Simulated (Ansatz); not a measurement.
**Grüneisen parameters and expansion of BP (F-43m)**

Which modes of BP drive its thermal expansion?

What experiment has found for this phase:
- volume expansion coefficient 9.6 1e-6/K near room temperature (given in “Thermal expansion coefficients of high thermal conducting BAs and BP materials (three times its linear coefficient)”, 2019, arxiv:1906.04101)

Calculated with Ansatz 0.2.0; DFT PBE, scalar-relativistic, plane waves, PAW.

## Step 1: The structure

It takes space group F-43m (No. 216, cubic). The conventional cell has a = 4.538 Å, b = 4.538 Å, c = 4.538 Å, α = 90.00°, β = 90.00°, γ = 90.00°. Nearest to B lie 4 P at 1.97 Å. P has 4 B at 1.97 Å nearest. Farther neighbours are not listed.

## Step 2: Probe on a coarse mesh

Before spending time, one coarse run tells the gap and the pressure of the starting cell.

The input, input.yaml:

```yaml
crystal:
  lattice:
    - [0.0, 2.269, 2.269]
    - [2.269, 0.0, 2.269]
    - [2.269, 2.269, 0.0]
  atoms:
    - { symbol: B, position: [0.0, 0.0, 0.0] }
    - { symbol: P, position: [0.25, 0.25, 0.25] }
kpoints:
  mp_grid: { grid: [6, 6, 6] }
hamiltonian:
  xc: pbe
scf:
  occupations: { method: gaussian, width: 0.1 }
output:
  forces: true
  stress: true
  eigenvalues: true
```

Command:

```
$ ansatz run input.yaml --threads 2 --pin off --max-ram 5120MiB --backend cpu --events-out ev --progress --plain --runs-dir out
```

Numbers of over 12 decimals in the logs are rounded to 6 here.

Output:

```text
Engine: ansatz 0.2.0, x86_64-unknown-linux-gnu
Pseudopotentials: kind: paw
Pseudopotential: B, paw, valence charge 3, recommended cutoff 420 eV (normal), B.paw.azcp
Pseudopotential: P, paw, valence charge 5, recommended cutoff 420 eV (normal), P.paw.azcp
Functional definition: PBE
  parameter kappa = 0.804
  parameter beta = 0.066725
  exchange = pbe_x(kappa = kappa, mu = beta*pi^2/3)
  correlation = pbe_c(beta = beta)
Crystal: 2 atoms, lattice volume = 23.363 Å³
Basis set: ecut = 420 eV, 459 PW (Γ), exchange–correlation on 48×48×48 points (8 copies of the dense FFT grid, shifted against one another)
Bands: 8, of which v1, the nominal top of the filled ones, is band 4 counted from 1 (3 counted from 0)
Symmetry: 24 space group operations
Space group: F-43m (ITA 216), of the structure as read, at distance tolerance 2.9e-5 Å
k-points: 16 of 216 (time reversal used)
Non-local potential: B, projectors of the file, l = 0: 2, l = 1: 2, l = 2: 1
Non-local potential: P, projectors of the file, l = 0: 2, l = 1: 2, l = 2: 2
PAW form: soft (Blöchl's): semilocal exchange-correlation on the pseudo side does not see the compensation charge
PAW one-centre angular grid: B, 110 points (default); XC on 64 Gauss nodes
PAW one-centre angular grid: P, 110 points (default); XC on 64 Gauss nodes
Initial density: superposition of atomic densities (neutral atoms: chi_scale 0, normalization atom), corrected by the library's trained network
Initial wavefunctions: pseudopotential atomic-orbital guess
Functional: x = pbe(κ = 0.804, μ = 0.219515), c = pbe(β = 0.066725)
SCF iter   1: F=—  HF=-912.429207 eV  |F-HF|=—  |Δ(HF+E_count)|=         —  Δρ=1.32e-3  dr2=3.31e-4  ethr=1.77e-3  ⟨swp⟩=6.0  Hψ=1149  notcnv=0
preconditioner: auto → none  [insulator: Δε(μ)=1.332 eV  Ē_g=12.804 eV  σ=0.100 eV  W_gap=1.00  n_scr=0 (ndim 8)  ℏωp=21.7 eV  f_vac=0.000  D(μ)=0.00/eV (n_scr^D=0)  ε∞_Penn≈3.9]
SCF iter   2: F=—  HF=-912.429386 eV  |F-HF|=—  |Δ(HF+E_count)|=   1.79e-4  Δρ=8.04e-4  dr2=1.46e-4  ethr=4.13e-6  ⟨swp⟩=2.2  Hψ=317  notcnv=0
SCF iter   3: F=—  HF=-912.429357 eV  |F-HF|=—  |Δ(HF+E_count)|=   2.90e-5  Δρ=4.06e-4  dr2=1.73e-5  ethr=1.82e-6  ⟨swp⟩=2.0  Hψ=178  notcnv=0
SCF iter   4: F=—  HF=-912.429382 eV  |F-HF|=—  |Δ(HF+E_count)|=   2.49e-5  Δρ=1.72e-4  dr2=8.97e-6  ethr=2.17e-7  ⟨swp⟩=2.0  Hψ=196  notcnv=0
SCF iter   5: F=—  HF=-912.429380 eV  |F-HF|=—  |Δ(HF+E_count)|=   2.20e-6  Δρ=8.02e-5  dr2=1.92e-6  ethr=1.12e-7  ⟨swp⟩=1.1  Hψ=132  notcnv=0
SCF iter   6: F=—  HF=-912.429379 eV  |F-HF|=—  |Δ(HF+E_count)|=   5.14e-7  Δρ=3.23e-5  dr2=3.09e-7  ethr=2.40e-8  ⟨swp⟩=1.5  Hψ=148  notcnv=0
SCF iter   7: F=-912.429379 eV  HF=-912.429379 eV  |F-HF|=1.96e-8  |Δ(HF+E_count)|=   8.68e-8  Δρ=9.62e-6  dr2=2.72e-8  ethr=1.25e-9  ⟨swp⟩=5.3  Hψ=627  notcnv=0
SCF 1 converged in 7 iterations: F = -912.429379 eV  dr2 = 2.72e-8
  greatest PAW one-centre occupation: 0.774 electrons in one spin orbital (limit 2), on the P atom at site 1 (counted from 0), in its partial waves of l = 0
SCF converged after 7 iterations
Free energy (F): -912.429379 eV
Harris-Foulkes:  -912.429379 eV  (|F-HF|=1.96e-8)
Internal energy: -912.429379 eV  (E = F + TS)
E sigma→0 (E₀):  -912.429379 eV
Fermi energy:    9.937010 eV
--- Per-component energies (eV) ---
  E_band       = 22.235830
  E_kinetic    = 121.800765
  E_local      = -67.992168  (includes V_loc(G=0)·N_el)
  E_nonlocal   = 45.000309
  E_hartree    = 17.092499
  E_xc         = -94.874438
  E_vxc        = -100.549897  (∫ρ·V_xc dr)
  E_paw        = -647.964828  (= ΣΔE_a)
  E_vpaw       = -10.208399  (= ΣTr[D̂ρ^β])
  E_aug_tail   = 0.000001  (compensation charges beyond the density's cutoff)
  E_ewald      = -285.491518
  E_smearing   = -0.000000  (= −TS)
  E_closure    = -0.000000  (closes the sum)
  Σ components = -912.429379   (vs F -912.429379, Δ=0.00e0)
--- Forces (eV/Å), atoms counted from 1 ---
  atom   1  B      0.00000000    -0.00000000    -0.00000000
  atom   2  P     -0.00000000    -0.00000000    -0.00000000
  max |Σ_I F_I| component: 4.44e-16 eV/Å
--- Stress (GPa, compression-positive) ---
        1.259041      -0.000000      -0.000000
       -0.000000       1.259041       0.000000
        0.000000       0.000000       1.259041
  P = ⅓ Tr σ = 1.2590 GPa (12.590 kbar)
--- Band table (eV; the first three rows and the last of 16) ---
  k-point 0: bands = ["-6.1884", "9.2705", "9.2705", "9.2705", "12.6718", "12.6718", "12.6718", "16.6423"]
  k-point 1: bands = ["-5.6909", "6.4355", "8.6061", "8.6061", "13.2874", "13.5739", "13.5739", "17.9293"]
  k-point 2: bands = ["-4.2742", "2.5402", "7.8028", "7.8028", "13.1631", "14.1222", "14.1222", "19.3725"]
  k-point 15: bands = ["-1.1349", "1.0464", "3.9712", "4.0952", "13.0960", "13.7147", "18.3675", "19.0322"]
```

The job ended after 0.23 s (2 threads of Intel Xeon 6975P-C (Granite Rapids), shared host; peak memory 0.32 GiB; 0.37 s of CPU time).

A gap read on the k-mesh alone can miss the band edges.

Numbers from this step:

* pressure: 1.259 GPa
* gap on the k-mesh: 1.333 eV
* volume per atom: 11.68 Å³

The start is under 1.3 GPa at this level and looks like an insulator or semiconductor on this mesh.

## Step 3: Relaxation

Phonons are second derivatives about a minimum, so cell and atoms are relaxed first, inside the symmetry of the start.

input.yaml, the sections that differ from step 2:

```yaml
kpoints:
  mp_grid: { grid: [10, 10, 10] }
scf:
  occupations: { method: gaussian, width: 0.02 }
output:
  forces: true
  stress: true
  eigenvalues: true
  write_density: true
  write_potential: true
  elf: true
  volumetric_format: npy
relax:
  adjacent_minimum: "off"
  f_tol: 0.005
  max_steps: 80
  cell: { stress_tol: 0.05 }
# crystal, hamiltonian: as in step 2
```

Output:

```text
[...]
Crystal: 2 atoms, lattice volume = 23.363 Å³
Basis set: ecut = 420 eV, 459 PW (Γ), exchange–correlation on 48×48×48 points (8 copies of the dense FFT grid, shifted against one another)
Bands: 8, of which v1, the nominal top of the filled ones, is band 4 counted from 1 (3 counted from 0)
Symmetry: 24 space group operations
[...]
k-points: 47 of 1000 (time reversal used)
[...]
SCF iter   1: F=—  HF=-912.446354 eV  |F-HF|=—  |Δ(HF+E_count)|=         —  Δρ=1.57e-3  dr2=5.16e-4  ethr=1.77e-3  ⟨swp⟩=6.1  Hψ=3514  notcnv=0
[...]
SCF iter   6: F=-912.446453 eV  HF=-912.446453 eV  |F-HF|=2.65e-8  |Δ(HF+E_count)|=   1.12e-7  Δρ=1.11e-5  dr2=3.68e-8  ethr=1.25e-9  ⟨swp⟩=9.0  Hψ=2598  notcnv=0
SCF 1 converged in 6 iterations: F = -912.446453 eV  dr2 = 3.68e-8
[...]
relax step   1: F+E_penalty+E_count = -912.44645324 eV  Δ(F+E_penalty+E_count) = +0.000e0 eV  max|allowed force component| = 3.793e-16 eV/Å  Δτ_max = 0.0000 Å  P = +1.132 GPa  Ω = 23.363 Å³  (6 SCF iters, dr2 threshold 1.00e-7 eV, accepted)
Crystal: 2 atoms, lattice volume = 23.452 Å³
[...]
iter 1 solved again at ethr=1.73e-6 eV; its pass at ethr=3.10e-3 eV (dr2=1.38e-4 eV) is discarded
[...]
SCF iter   4: F=-912.446832 eV  HF=-912.446832 eV  |F-HF|=1.27e-8  |Δ(HF+E_count)|=   2.55e-8  Δρ=9.94e-6  dr2=1.30e-8  ethr=2.50e-9  ⟨swp⟩=10.5  Hψ=2839  notcnv=0
SCF 2 converged in 4 iterations: F = -912.446832 eV  dr2 = 1.30e-8
relax step   2: F+E_penalty+E_count = -912.44683208 eV  Δ(F+E_penalty+E_count) = -3.788e-4 eV  max|allowed force component| = 6.245e-17 eV/Å  Δτ_max = 0.0000 Å  P = +0.501 GPa  Ω = 23.452 Å³  energy of the carried Pulay correction = -7.241e-5 eV  (4 SCF iters, dr2 threshold 2.00e-7 eV, accepted)
Crystal: 2 atoms, lattice volume = 23.523 Å³
[...]
SCF iter   4: F=-912.446886 eV  HF=-912.446886 eV  |F-HF|=9.56e-9  |Δ(HF+E_count)|=   1.23e-8  Δρ=8.36e-6  dr2=9.27e-9  ethr=2.50e-9  ⟨swp⟩=10.1  Hψ=2749  notcnv=0
SCF 3 converged in 4 iterations: F = -912.446886 eV  dr2 = 9.27e-9
relax step   3: F+E_penalty+E_count = -912.44688649 eV  Δ(F+E_penalty+E_count) = -5.441e-5 eV  max|allowed force component| = 6.014e-17 eV/Å  Δτ_max = 0.0000 Å  P = +0.006 GPa  Ω = 23.523 Å³  energy of the carried Pulay correction = -1.300e-4 eV  (4 SCF iters, dr2 threshold 2.00e-7 eV, accepted)
[...]
SCF iter   1: F=—  HF=-912.447008 eV  |F-HF|=—  |Δ(HF+E_count)|=         —  Δρ=1.59e-5  dr2=1.43e-8  ethr=1.39e-6  ⟨swp⟩=2.4  Hψ=4561  notcnv=0
eigensolver tolerance schedule: the retry pair's looser diagonalisation over-reported the residual by 7750.02 of it (diagonalisation noise at an unbounded share of the residual, at the tolerance the schedule requests for it); recorded, not acted on — ethr = c·dr2/N_el stays at c = 1.0e-1
[...]
SCF iter   2: F=—  HF=-912.447007 eV  |F-HF|=—  |Δ(HF+E_count)|=   9.14e-7  Δρ=8.10e-6  dr2=3.89e-9  ethr=1.79e-10  ⟨swp⟩=3.0  Hψ=680  notcnv=0
[...]
SCF iter   4: F=-912.447007 eV  HF=-912.447007 eV  |F-HF|=5.46e-12  |Δ(HF+E_count)|=  3.40e-11  Δρ=3.07e-7  dr2=1.69e-11  ethr=1.00e-12  ⟨swp⟩=5.2  Hψ=2220  notcnv=0
SCF 4 converged in 4 iterations: F = -912.447007 eV  dr2 = 1.69e-11
relax step   4: F+E_penalty+E_count = -912.44700691 eV  Δ(F+E_penalty+E_count) = -1.204e-4 eV  max|allowed force component| = 8.789e-17 eV/Å  Δτ_max = 0.0000 Å  P = +0.013 GPa  Ω = 23.523 Å³  stress off target by 1.34e-2 GPa  SCF on the basis re-selected at this cell (its energy is not comparable with the rows above)  (4 SCF iters)
basis re-selected at this cell: Δ(F+E_penalty+E_count) = -1.204e-4 eV, ΔP = +0.007 GPa vs the last step (what re-selecting the basis moved, of the pressure what is left beyond the Pulay correction that the steps carried, after the strain that the cell walked since its last selection, with what the two solves' SCF thresholds leave and, on support functions, any second-order correction that the steps lacked; it is no m [...]
SCF converged after 4 iterations
Free energy (F): -912.447007 eV
[...]
Internal energy: -912.447007 eV  (E = F + TS)
E sigma→0 (E₀):  -912.447007 eV
Fermi energy:    9.797781 eV
[...]
--- Stress (GPa, compression-positive) ---
        0.013435      -0.000000      -0.000000
       -0.000000       0.013435       0.000000
       -0.000000       0.000000       0.013435
  P = ⅓ Tr σ = 0.0134 GPa (0.134 kbar)
--- Band table (eV; the first three rows and the last of 47) ---
[...]
--- Relaxed structure (3 steps of the walk, 3 accepted, 1 SCFs on fresh bases) ---
  F+E_penalty+E_count = -912.44700691 eV   max|allowed force component| = 8.789e-17 eV/Å   (the final SCF, on the basis selected at the relaxed cell)
  cell:  # Å, volume = 23.5228 Å³
    - [0, 2.274152, 2.274152]
    - [2.274152, 0, 2.274152]
    - [2.274152, 2.274152, 0]
  atoms:
    - { symbol: B, position: [0, 0, 0] }
    - { symbol: P, position: [0.25, 0.25, 0.25] }
```

Elapsed: 1.9 s, on 2 threads; peak memory 0.36 GiB.

Step by step:

| step | energy less that of the first step (eV) | largest force component (eV/Å) | pressure (GPa) | volume (Å³) |
| --- | --- | --- | --- | --- |
| 1 | 0.0000 | 0.0000 | 1.13 | 23.36 |
| 2 | -0.0004 | 0.0000 | 0.50 | 23.45 |
| 3 | -0.0004 | 0.0000 | 0.01 | 23.52 |
| 4* | -0.0006 | 0.0000 | 0.01 | 23.52 |

Relaxation steps marked * repeat the geometry before them on a plane-wave basis chosen anew for their cell, so energy and pressure can jump there.

The run keeps the 24 symmetry operations that it works with, so distortions that break them were not tested.

| conventional cell, symmetrised | before | after | change |
| --- | --- | --- | --- |
| a (Å) | 4.538 | 4.548 | +0.2 % |
| b (Å) | 4.538 | 4.548 | +0.2 % |
| c (Å) | 4.538 | 4.548 | +0.2 % |
| volume (Å³/atom) | 11.68 | 11.76 | +0.7 % |

Final coordinates:

```
B P
1.0
     0.00000    2.27415    2.27415
     2.27415    0.00000    2.27415
     2.27415    2.27415    0.00000
B P
1 1
Cartesian
  0.0000 0.0000 0.0000
  1.1371 1.1371 1.1371
```

This step gave:

* pressure: 0.01344 GPa
* gap on the k-mesh: 1.253 eV
* volume per atom: 11.76 Å³

Valence density in the ac plane of a cell with a along [110], b along [-110] and c along [001] of the cube at fractional y = 0.000, with atoms of B and P within 0.2 Å of it. It is the smooth field of the valence electrons, not physical close to the nuclei.

Ten even steps from '0' (0.04 e/Å³) to '9' (0.91 e/Å³), each cell a mean:
```
688766787688766787
679957987679957987
358613864358613864
125523531125523531
013566410013566410
001343200001343200
000011000000011000
000000000000000000
110000011110000011
431000024431000024
652100146652100146
465322365465322365
```
Columns run along a (6.4 Å), rows up along c (4.5 Å), edges of the conventional cell, whose origin can differ from the input's. Atoms in or near the plane, at fractional coordinates: B at (0.50, 0.00), B at (0.00, 0.00), P at (0.75, 0.75), P at (0.25, 0.75).

Electrostatic potential energy in the ac plane of a cell with a along [110], b along [-110] and c along [001] of the cube at fractional y = 0.000, with atoms of B and P within 0.2 Å of it. With pseudopotentials it is smooth inside the atoms' cores, unlike the true potential.

Ten even steps from '_' (-59 eV) to '@' (12 eV), each cell a mean:
```
..++%%%%####%%##--..++%%%%####%%##--
**%%##==::--**%%##**%%##==::--**%%##
@@@@**..____==%%@@@@@@**..____==%%@@
@@@@##::____==%%@@@@@@##::____==%%@@
@@@@%%**==++##@@@@@@@@%%**==++##@@@@
@@@@@@@@%%%%@@@@@@@@@@@@@@%%%%@@@@@@
@@@@@@@@@@@@@@@@@@@@@@@@@@@@@@@@@@@@
@@@@@@@@@@@@@@@@@@@@@@@@@@@@@@@@@@@@
@@@@@@@@@@@@@@@@@@@@@@@@@@@@@@@@@@@@
%%@@@@@@@@@@@@@@@@%%@@@@@@@@@@@@@@@@
==##@@@@@@@@@@%%++==##@@@@@@@@@@%%++
__==%%@@@@@@@@**..__==%%@@@@@@@@**..
```
Columns run along a (6.4 Å; values clipped at the 3rd and 97th percentile), rows up along c (4.5 Å), edges of the conventional cell, whose origin can differ from the input's. Atoms in or near the plane, at fractional coordinates: B at (0.50, 0.00), B at (0.00, 0.00), P at (0.75, 0.75), P at (0.25, 0.75).

ELF in the ac plane of a cell with a along [110], b along [-110] and c along [001] of the cube at fractional y = 0.000, with atoms of B and P within 0.2 Å of it. It is the smooth field of the valence electrons, not physical close to the nuclei.

Values, 7 rows by 16 columns, each cell a mean:
```
0.35 0.77 0.91 0.74 0.63 0.88 0.88 0.52 0.35 0.77 0.91 0.74 0.63 0.88 0.88 0.52
0.53 0.77 0.74 0.18 0.05 0.54 0.81 0.63 0.53 0.77 0.74 0.18 0.05 0.54 0.81 0.63
0.13 0.33 0.51 0.45 0.42 0.50 0.43 0.19 0.13 0.33 0.51 0.45 0.42 0.50 0.43 0.19
0.03 0.07 0.22 0.40 0.44 0.31 0.12 0.04 0.03 0.07 0.22 0.40 0.44 0.31 0.12 0.04
0.17 0.11 0.05 0.05 0.05 0.05 0.08 0.15 0.17 0.11 0.05 0.05 0.05 0.05 0.08 0.15
0.53 0.40 0.18 0.05 0.03 0.11 0.31 0.50 0.53 0.40 0.18 0.05 0.03 0.11 0.31 0.50
0.16 0.40 0.52 0.38 0.33 0.48 0.50 0.23 0.16 0.40 0.52 0.38 0.33 0.48 0.50 0.23
```
Columns run along a (6.4 Å), rows up along c (4.5 Å), edges of the conventional cell, whose origin can differ from the input's. Atoms in or near the plane, at fractional coordinates: B at (0.50, 0.00), B at (0.00, 0.00), P at (0.75, 0.75), P at (0.25, 0.75).

The relaxation ends with a pressure of 0.01 GPa.

(Continued in part 2 of 4.)

[Logs are printed without paths, hosts, clocks, repeated set-up lines and the standing remarks that a program may print on its own settings, such as how far it seeks lower states.]

[Hosts, paths, dates, database ids (printed as entryN), source tags and the programs' standing remarks are cut or masked in the printed files.]

[A step with changed settings may run another functional than the one named; its input shows which.]

[Of the runs on displaced cells, only some may be shown.]
